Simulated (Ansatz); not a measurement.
# (AgCl)3(AgBr)1 [001] superlattice, started as rocksalt type: from the cell to its phonons

Aim: the vibrations of (AgCl)3(AgBr)1 [001] superlattice, started as rocksalt type, their spectra, and whether the structure is stable.

Main program and level: Ansatz 0.2.0; DFT PBEsol, scalar-relativistic, plane waves, PAW.

This is a report of a sequence of runs, with most program output left out.

The structure was built from a prototype and need not be the compound's stable phase.

### 1. Set-up

Symmetry: P4/mmm, No. 123, tetragonal system. Conventional cell: a = 3.963 Å, b = 3.963 Å, c = 11.210 Å, α = 90.00°, β = 90.00°, γ = 90.00°. Ag has 5 Cl at 2.80 Å and 1 Br at 2.80 Å nearest. Ag has 6 Cl at 2.80 Å nearest. Nearest to Ag lie 4 Br at 2.80 Å and 2 Cl at 2.80 Å. Nearest to Br lie 6 Ag at 2.80 Å. Nearest to Cl lie 6 Ag at 2.80 Å. Nearest to Cl lie 6 Ag at 2.80 Å. Farther neighbours and most contacts between anions are not listed.

Coordinates:

```cif
data_structure
_symmetry_space_group_name_H-M 'P4/mmm'
_symmetry_Int_Tables_number 123
_cell_length_a 3.9633
_cell_length_b 3.9633
_cell_length_c 11.2100
_cell_angle_alpha 90.000
_cell_angle_beta 90.000
_cell_angle_gamma 90.000
_cell_volume 176.09
loop_
_atom_site_label
_atom_site_type_symbol
_atom_site_symmetry_multiplicity
_atom_site_Wyckoff_symbol
_atom_site_fract_x
_atom_site_fract_y
_atom_site_fract_z
_atom_site_occupancy
Ag1 Ag 2 g 0.00000 0.00000 0.75000 1
Ag2 Ag 1 c 0.50000 0.50000 0.00000 1
Ag3 Ag 1 d 0.50000 0.50000 0.50000 1
Br1 Br 1 b 0.00000 0.00000 0.50000 1
Cl1 Cl 2 h 0.50000 0.50000 0.75000 1
Cl2 Cl 1 a 0.00000 0.00000 0.00000 1
```

### 2. Bringing the structure to rest

Harmonic phonons are second derivatives at a point where the forces vanish, and they are wanted at zero stress, so atoms and cell are relaxed first.

File input.yaml:

```yaml
crystal:
  lattice:
    - [2.8025, 2.8025, 0.0]
    - [-2.8025, 2.8025, 0.0]
    - [0.0, 0.0, 11.21]
  atoms:
    - { symbol: Ag, position: [0.0, 0.0, 0.0] }
    - { symbol: Ag, position: [0.5, 0.5, 0.25] }
    - { symbol: Ag, position: [0.0, 0.0, 0.5] }
    - { symbol: Ag, position: [0.5, 0.5, 0.75] }
    - { symbol: Br, position: [0.0, 0.0, 0.75] }
    - { symbol: Cl, position: [0.5, 0.5, 0.0] }
    - { symbol: Cl, position: [0.0, 0.0, 0.25] }
    - { symbol: Cl, position: [0.5, 0.5, 0.5] }
kpoints:
  mp_grid: { grid: [8, 8, 4] }
hamiltonian:
  xc: pbesol
scf:
  occupations: { method: gaussian, width: 0.02 }
output:
  forces: true
  stress: true
  eigenvalues: true
  write_density: true
  write_potential: true
  elf: true
  volumetric_format: npy
relax:
  adjacent_minimum: "off"
  f_tol: 0.005
  max_steps: 80
  cell: { stress_tol: 0.05 }
```

Run with:

```console
$ ansatz run input.yaml --threads 4 --pin off --max-ram 14336MiB --backend cpu --events-out ev --progress --plain --runs-dir out
```

Elapsed: 47 s, on 4 threads of Arm Neoverse V2, shared host; peak memory 0.76 GiB; 3 min of CPU time.

Relaxation path:

```
step  energy less that of the first step (eV)  largest force component (eV/Å)  pressure (GPa)  volume (Å³)
   1                                   0.0000                          0.1468           -2.44       176.09
   2                                  -0.0780                          0.0368            1.33       163.52
   3                                  -0.0928                          0.0390           -0.08       167.52
   4                                  -0.0938                          0.0090           -0.01       167.31
   5                                  -0.0941                          0.0035            0.02       167.24
  6*                                  -0.0926                          0.0035            0.03       167.24
```

Relaxation steps marked * repeat the geometry before them on a plane-wave basis chosen anew for their cell, so energy and pressure can jump there.

The run keeps the 16 symmetry operations that it works with, so distortions that break them were not tested.

```csv
"conventional cell, symmetrised",before,after,change
a (Å),3.963,3.906,-1.4 %
b (Å),3.963,3.906,-1.4 %
c (Å),11.210,10.962,-2.2 %
volume (Å³/atom),22.01,20.91,-5.0 %
```

The atoms that moved most (Å, as changes of fractional coordinates times the final cell):

```
atom     dx     dy      dz  length
 Ag1  0.000  0.000   0.067   0.067
 Ag3  0.000  0.000  -0.067   0.067
 Cl8  0.000  0.000  -0.057   0.057
 Cl6  0.000  0.000   0.057   0.057
```

The relaxed structure:

```cif
data_structure
_symmetry_space_group_name_H-M 'P 1'
_symmetry_Int_Tables_number 1
_cell_length_a 3.9059
_cell_length_b 3.9059
_cell_length_c 10.9625
_cell_angle_alpha 90.000
_cell_angle_beta 90.000
_cell_angle_gamma 90.000
_cell_volume 167.24
loop_
_atom_site_label
_atom_site_type_symbol
_atom_site_fract_x
_atom_site_fract_y
_atom_site_fract_z
_atom_site_occupancy
Ag1 Ag 0.00000 0.00000 0.00611 1
Ag2 Ag 0.50000 0.50000 0.25000 1
Ag3 Ag 0.00000 0.00000 0.49389 1
Ag4 Ag 0.50000 0.50000 0.75000 1
Br5 Br 0.00000 0.00000 0.75000 1
Cl6 Cl 0.50000 0.50000 0.00516 1
Cl7 Cl 0.00000 0.00000 0.25000 1
Cl8 Cl 0.50000 0.50000 0.49484 1
```

This step gave:

| Property | Result |
| --- | --- |
| pressure | 0.02789 GPa |
| gap on the k-mesh | 0.4213 eV |
| volume per atom | 20.91 Å³ |
| direct gap on mesh | 2.207 eV |

ELF in the ac plane at fractional y = 0.000, with atoms of Ag and Br and Cl within 0.2 Å of it. It is the smooth field of the valence electrons, not physical close to the nuclei.

Ten even steps from '0' (0.02) to '9' (0.85), each cell a mean:
```
77531000002467
43211000001133
22110000000112
88753100013678
68996200147997
01798310159950
13897310158972
99985200036899
55431000002345
21110000000112
65421000001245
98631000012468
87531000012468
54321000001245
11110000000111
76542000002466
99985100036999
47997200048996
68997200048998
99974100025799
33210000001233
32110000000122
76421000001356
98641000012478
```
Columns run along a (3.9 Å), rows up along c (11.0 Å). Atoms in or near the plane, at fractional coordinates: Ag at (0.00, 0.01), Ag at (0.00, 0.49), Br at (0.00, 0.75), Cl at (0.00, 0.25).

Electrostatic potential energy in the ac plane at fractional y = 0.000, with atoms of Ag and Br and Cl within 0.2 Å of it. With pseudopotentials it is smooth inside the atoms' cores, unlike the true potential.

Values in eV, 24 rows by 14 columns, each cell a mean:
```
-28 -24 -15  -1   9  12  13  13  13  11   7  -5 -19 -26
 -8  -5   2   8  11  13  13  14  13  13  11   7   0  -6
  8   9  11  12  13  13  14  14  14  13  13  12  10   9
  2   4   8  11  13  13  14  14  13  13  12  10   7   4
-40 -34 -14   4  10  12  13  13  13  12   9   0 -22 -37
-49 -49 -41  -7   8  12  13  13  13  11   6 -16 -47 -49
-49 -49 -33  -3   9  12  13  13  13  11   7 -10 -42 -49
-21 -14   0   8  11  13  13  13  13  13  11   7  -4 -16
  8   9  10  12  13  13  14  14  14  13  13  12  10   9
  4   6   9  11  12  13  14  14  14  13  12  11   8   5
-18 -15  -6   5  10  13  13  14  13  12   9   2 -10 -16
-32 -29 -19  -5   7  12  13  13  13  11   5  -9 -23 -30
-31 -28 -18  -4   8  12  13  13  13  11   5  -8 -22 -29
-15 -12  -3   6  11  13  13  14  13  12  10   4  -7 -13
  6   8  10  12  13  13  14  14  14  13  12  11   9   7
  5   7  10  12  13  14  14  14  14  14  13  12   9   6
-27 -20  -4   8  12  13  14  14  13  13  11   5 -10 -23
-47 -43 -25   0  10  13  13  13  13  12   9  -7 -33 -44
-42 -37 -18   3  11  13  13  13  13  13  10  -2 -26 -39
-11  -6   4  10  13  13  14  14  14  13  12   9   1  -7
  9  10  11  12  13  14  14  14  14  13  13  12  11   9
 -2   1   6  10  12  13  14  14  14  13  12   9   4   0
-24 -20 -11   1   9  12  13  13  13  12   8  -2 -15 -22
-33 -30 -20  -6   7  12  13  13  13  11   4 -11 -24 -31
```
Columns run along a (3.9 Å; values clipped at the 3rd and 97th percentile), rows up along c (11.0 Å). Atoms in or near the plane, at fractional coordinates: Ag at (0.00, 0.01), Ag at (0.00, 0.49), Br at (0.00, 0.75), Cl at (0.00, 0.25).

Valence density in the ac plane at fractional y = 0.000, with atoms of Ag and Br and Cl within 0.2 Å of it. It is the smooth field of the valence electrons, not physical close to the nuclei.

Ten steps, logarithmic in the rise over the least value, from '_' (0 e/Å³) to '@' (19 e/Å³), each cell a mean:
```
%%%%**--..__________::==##%%
++==--..______________::--==
......__________________....
::::::..______________..::::
====--::..________....----==
::--==--::..______..::--==::
----==--::..______..::--==--
------::..__________..::----
::::..________________....::
::::..________________....::
##**==::..__________..--++**
@@@@##==..________..::++##@@
@@%%**==..__________::++##@@
**++==::..__________..::==**
::::..________________....::
::::....______________..::::
====--::..__________..::====
::====--::________..::--====
======--..________..::--====
==----....__________..::----
::....________________....::
==--::..______________..::--
%%##++--..__________..--**##
@@@@##==::________..::++%%@@
```
Columns run along a (3.9 Å), rows up along c (11.0 Å). Atoms in or near the plane, at fractional coordinates: Ag at (0.00, 0.01), Ag at (0.00, 0.49), Br at (0.00, 0.75), Cl at (0.00, 0.25).

In this step the volume went from 22.01 to 20.91 Å³/atom.

### 3. Tight relaxation

Phonons need a cell at rest on their own settings, so the relaxation is repeated with tight tolerances on forces and stress, using the mesh and the filling of the phonon run that follows.

File input.yaml:

```yaml
crystal:
  lattice:
    - [2.7618910109, 2.7618910109, 0.0]
    - [-2.7618910109, 2.7618910109, 0.0]
    - [0.0, 0.0, 10.9624812242]
  atoms:
    - { symbol: Ag, position: [0.0, 0.0, 0.0061117754] }
    - { symbol: Ag, position: [0.5, 0.5, 0.25] }
    - { symbol: Ag, position: [0.0, 0.0, 0.4938882246] }
    - { symbol: Ag, position: [0.5, 0.5, 0.75] }
    - { symbol: Br, position: [0.0, 0.0, 0.75] }
    - { symbol: Cl, position: [0.5, 0.5, 0.005162205] }
    - { symbol: Cl, position: [0.0, 0.0, 0.25] }
    - { symbol: Cl, position: [0.5, 0.5, 0.494837795] }
kpoints:
  mp_grid: { grid: [8, 8, 4] }
hamiltonian:
  xc: pbesol
scf:
  occupations: { method: fixed }
output:
  forces: true
  stress: true
  eigenvalues: true
relax:
  adjacent_minimum: "off"
  f_tol: 0.001
  max_steps: 60
  cell: { stress_tol: 0.01 }
```

Run time: 30 s. Hardware: 4 threads; peak memory 0.73 GiB; 1.9 min of CPU time.

Little changed from the start: no atom moved by 0.005 Å and no cell edge by 0.1 %.

Numbers from this step:

```yaml
pressure: 7.05e-4 GPa
gap_on_the_k_mesh: 0.4269 eV
volume_per_atom: 20.92 Å³
direct_gap_on_mesh: 2.205 eV
```

The largest force component left is 0.95 meV/Å and the pressure is 0.001 GPa, within the tolerances set. The cell now holds 20.92 Å³/atom.

### 4. Linear response at the zone centre

The zone centre is the only wavevector solved here; it holds the modes that light can see, as far as symmetry allows. The response to a homogeneous field gives the Born charges and the dielectric tensor, and its change with displacement the Raman tensors.

File input.yaml:

```yaml
crystal:
  lattice:
    - [2.7635219839, 2.7635219839, 0.0]
    - [-2.7635219839, 2.7635219839, 0.0]
    - [0.0, 0.0, 10.9556161161]
  atoms:
    - { symbol: Ag, position: [0.0, 0.0, 0.0062226078] }
    - { symbol: Ag, position: [0.5, 0.5, 0.25] }
    - { symbol: Ag, position: [0.0, 0.0, 0.4937773922] }
    - { symbol: Ag, position: [0.5, 0.5, 0.75] }
    - { symbol: Br, position: [0.0, 0.0, 0.75] }
    - { symbol: Cl, position: [0.5, 0.5, 0.0052695595] }
    - { symbol: Cl, position: [0.0, 0.0, 0.25] }
    - { symbol: Cl, position: [0.5, 0.5, 0.4947304405] }
kpoints:
  mp_grid: { grid: [8, 8, 4] }
hamiltonian:
  xc: pbesol
scf:
  occupations: { method: fixed }
output:
  eigenvalues: true
phonons:
  method: dfpt
  dielectric: true
  rigid_motions: translations
  raman: true
```

Run time: 28 min. Hardware: 4 threads; peak memory 4.2 GiB.

Numbers from this step:

```yaml
sum_rule_residual_before_enforcement: 8.37e-5 eV/Å²
miss_of_the_charge_sum_rule: 0.03858 e
estimated_error_of_the_dielectric_tensor: 0.02670
estimated_error_of_the_born_charges: 0.02726 e
point_group: 4/mmm
highest_optical_mode_at_the_zone_centre_no_lo_to_term: 193.0 cm⁻¹
lowest_optical_zone_centre_mode: 21.94 cm⁻¹
mean_high_frequency_dielectric_constant: 5.777
largest_born_charge_third_of_the_trace: -1.493 e
mean_static_dielectric_constant: 13.59
top_of_the_zone_centre_spectrum_with_the_field: 193.6 cm⁻¹
```

Without the LO-TO term. Patterns of degenerate modes are one choice out of their space. Modes at Γ, with each element's share of the kinetic energy:

```csv
mode,frequency (cm⁻¹),symmetry,Ag %,Br %,Cl %
1,0.0,acoustic,70,13,17
2,0.0,acoustic,70,13,17
3,0.0,acoustic,70,13,17
4,21.9,Eu,72,20,8
5,21.9,Eu,72,20,8
6,22.7,Eg,85,0,15
7,22.7,Eg,85,0,15
8,30.2,Eu,84,5,10
9,30.2,Eu,84,5,10
10,46.3,A2u,87,8,5
11,76.6,A2u,93,0,7
12,90.7,A1g,98,0,2
13,99.7,Eu,25,3,71
14,99.7,Eu,25,3,71
15,105.1,A2u,29,61,11
16,119.3,Eg,15,0,85
17,119.3,Eg,15,0,85
18,124.7,Eu,32,43,26
19,124.7,Eu,32,43,26
20,138.4,Eu,17,15,68
21,138.4,Eu,17,15,68
22,146.2,A2u,13,17,70
23,163.4,A1g,2,0,98
24,193.0,A2u,9,2,90
```

Displacements in mode 5 (21.9 cm⁻¹), the largest set to 1:
```
Ag1  0.14  0.02  0.00
Ag2  1.00  0.16  0.00
Ag3  0.14  0.02  0.00
Ag4 -0.96 -0.15  0.00
Br5 -0.86 -0.14  0.00
Cl6  0.09  0.01  0.00
Cl7  0.79  0.13  0.00
Cl8  0.09  0.01  0.00
```

Displacements in mode 7 (22.7 cm⁻¹), the largest set to 1:
```
Ag1 -0.82 -1.00  0.00
Ag2  0.00  0.00  0.00
Ag3  0.82  1.00  0.00
Ag4  0.00  0.00  0.00
Br5  0.00  0.00  0.00
Cl6 -0.61 -0.75  0.00
Cl7  0.00  0.00  0.00
Cl8  0.61  0.75  0.00
```

Optical modes at the zone centre, without and with the macroscopic field of the longitudinal modes; each column is sorted by frequency, so a row need not hold one and the same mode. Modes with and without the field, by row:

```csv
rank among optical modes,no field (cm⁻¹),"q along (1, 0, 0) (cm⁻¹)","q along (0, 0, 1) (cm⁻¹)"
1,21.9,21.9,21.9
2,21.9,22,21.9
3,22.7,22.7,22.7
4,22.7,22.7,22.7
5,30.2,30.2,30.2
6,30.2,30.4,30.2
7,46.3,46.3,47
8,76.6,76.6,78.6
9,90.7,90.7,90.7
10,99.7,99.7,99.7
11,99.7,105.1,99.7
12,105.1,119.3,119.3
13,119.3,119.3,119.3
14,119.3,123.9,119.7
15,124.7,124.7,124.7
16,124.7,138.3,124.7
17,138.4,138.4,138.4
18,138.4,146.2,138.4
19,146.2,156.4,163.4
20,163.4,163.4,178.9
21,193,193,193.6
```

Born charge (rows field, columns displacement) (e), principal values of the symmetric part by kind of site:

```csv
atom,atoms with these values,low,middle,high,mean
Ag1,2,1.44,1.44,1.44,1.44
Ag2,1,1.42,1.42,1.48,1.44
Ag4,1,1.37,1.46,1.46,1.43
Br5,1,-1.38,-1.38,-1.20,-1.32
Cl6,2,-1.52,-1.48,-1.48,-1.49
Cl7,1,-1.48,-1.42,-1.42,-1.44
```

In full for Cl7:

```
-1.42  0.00  0.00
 0.00 -1.42  0.00
 0.00  0.00 -1.48
```

High-frequency dielectric tensor:

```
5.76 0.00 0.00
0.00 5.76 0.00
0.00 0.00 5.80
```

Static dielectric tensor (ions relaxed, fixed cell):

```
14.22  0.00  0.00
 0.00 14.22  0.00
 0.00  0.00 12.35
```

Transverse modes. Lines of the infrared spectrum (strongest = 100):

```csv
position (cm⁻¹),relative intensity
22,0.1
23,0.0
30,0.2
46,0.6
77,3.1
91,0.0
100,100
105,23
119,0.0
125,2.2
138,0.1
146,26
163,0.0
193,0.2
```

Activity x (w_L - w)^4 (n + 1)/w, 532 nm, 300 K; the tensors are static ones, while 532 nm light lies above the computed direct gap, where resonance would change the heights; modes without the macroscopic field alone. Raman lines, with heights relative to the strongest:

```csv
position (cm⁻¹),relative intensity
22,0.0
23,56
30,0.0
46,0.0
77,0.0
91,14
100,0.0
105,0.0
119,100
125,0.0
138,0.0
146,0.0
163,5.9
193,0.0
```

Before it was imposed, the acoustic sum rule was missed by 8.4e-5 eV/Å² and the charge sum rule by 0.039 e. The charge miss is large and points to the mesh or the basis. The lowest optical mode is real, 21.9 cm⁻¹.

### 5. Another isotope, element Ag, natural mass 107.868 amu

An isotope changes the mass and not the force constants, so no new electronic calculation is needed; the shifts show which modes move this element.

The same force constants with the mass of Ag changed from 107.868 to 108.905 u (phonopy, no LO-TO term). Both lists are sorted by frequency; levels can cross, so a row need not hold one and the same mode. Modes under 3 cm⁻¹ are left out. Isotope shifts, by row:

```csv
q,rank,natural mass (cm⁻¹),changed mass (cm⁻¹)
0 0 0,4,21.94,21.86
0 0 0,5,21.94,21.86
0 0 0,6,22.69,22.59
0 0 0,7,22.69,22.59
0 0 0,8,30.22,30.1
0 0 0,9,30.22,30.1
0 0 0,10,46.27,46.07
0 0 0,11,76.57,76.23
0 0 0,12,90.66,90.24
0 0 0,13,99.7,99.58
0 0 0,14,99.7,99.58
0 0 0,15,105.1,105
0 0 0,16,119.3,119.2
0 0 0,17,119.3,119.2
0 0 0,18,124.7,124.5
0 0 0,19,124.7,124.5
0 0 0,20,138.4,138.3
0 0 0,21,138.4,138.3
0 0 0,22,146.2,146.1
0 0 0,23,163.4,163.4
0 0 0,24,193,192.9
```

A mode of this element alone would shift by -0.48 %. The highest zone-centre frequency without the field goes from 193.0 to 192.9 cm⁻¹ (-0.0 %). The product of the frequency ratios over all optical modes at Γ is 0.953; the product rule, (m/m′)^(3k/2) (M′/M)^(3/2) with k = 4 such atoms and M the mass of the cell, gives 0.954.

### 6. Isotope substitution, element Br, natural mass 79.904 amu

The same for Br, from 79.90 to 80.92 u.

A mode of this element alone would shift by -0.63 %. The highest zone-centre frequency without the field goes from 193.0 to 193.0 cm⁻¹ (-0.0 %). The product of the frequency ratios over all optical modes at Γ is 0.983; the product rule, (m/m′)^(3k/2) (M′/M)^(3/2) with k = 1 such atoms and M the mass of the cell, gives 0.984.

### 7. Isotope substitution, element Cl, natural mass 35.45 amu

The same for Cl, from 35.45 to 36.97 u.

The same force constants with the mass of Cl changed from 35.450 to 36.966 u (phonopy, no LO-TO term). Both lists are sorted by frequency; levels can cross, so a row need not hold one and the same mode. Modes under 3 cm⁻¹ are left out. Isotope shifts, by row:

```csv
q,rank,natural mass (cm⁻¹),changed mass (cm⁻¹)
0 0 0,4,21.94,21.9
0 0 0,5,21.94,21.9
0 0 0,6,22.69,22.61
0 0 0,7,22.69,22.61
0 0 0,8,30.22,30.16
0 0 0,9,30.22,30.16
0 0 0,10,46.27,46.22
0 0 0,11,76.57,76.46
0 0 0,12,90.66,90.63
0 0 0,13,99.7,98.22
0 0 0,14,99.7,98.22
0 0 0,15,105.1,104.9
0 0 0,16,119.3,117.2
0 0 0,17,119.3,117.2
0 0 0,18,124.7,124
0 0 0,19,124.7,124
0 0 0,20,138.4,136.5
0 0 0,21,138.4,136.5
0 0 0,22,146.2,144
0 0 0,23,163.4,160.1
0 0 0,24,193,189.4
```

A mode of this element alone would shift by -2.07 %. The highest zone-centre frequency without the field goes from 193.0 to 189.4 cm⁻¹ (-1.8 %). The product of the frequency ratios over all optical modes at Γ is 0.837; the product rule, (m/m′)^(3k/2) (M′/M)^(3/2) with k = 3 such atoms and M the mass of the cell, gives 0.837.

### 8. What came out

* space group after relaxation (within 0.01 Å): P4/mmm
* volume per atom: 20.9 Å³
* gap on the k-mesh: 0.427 eV
* highest optical mode at the zone centre (no LO-TO term): 193 cm⁻¹
* top of the zone-centre spectrum with the field: 194 cm⁻¹
* lowest optical zone-centre mode: 21.9 cm⁻¹
* mean high-frequency dielectric constant: 5.78
* mean static dielectric constant: 13.6
* largest Born charge (third of the trace): -1.49 e
* imaginary modes at Γ (the only wavevector solved): none

**Reading.** The structure is stable against zone-centre distortions, since no mode there is imaginary; other wavevectors were not solved, so zone-boundary instabilities are untested. Without the field, the optical modes at Γ span 22 to 193 cm⁻¹. No dispersion was computed. The highest mode in this list at Γ, 193.0 cm⁻¹, is mostly motion of Cl (90 % of the kinetic energy). With the macroscopic field of the longitudinal modes the top of the zone-centre spectrum lies at 194 cm⁻¹, against 193 cm⁻¹ without it. Lattice motion raises the mean dielectric constant from 5.777 to 13.59. The strongest infrared line is at 100 cm⁻¹. Averaged over orientations, the strongest Raman line at 532 nm and 300 K is at 119 cm⁻¹. The tensors are the static, non-resonant ones, while 532 nm light (2.33 eV) lies above the computed gap. The starting cell was built on a prototype and not taken from a measurement, so the phase need not exist. These are harmonic frequencies at zero temperature: anharmonic shifts, linewidths and thermal expansion are left out.

[Logs are printed without paths, hosts, clocks, repeated set-up lines and the standing remarks that a program may print on its own settings, such as how far it seeks lower states.]

[Hosts, paths, dates, database ids (printed as entryN), source tags and the programs' standing remarks are cut or masked in the printed files.]
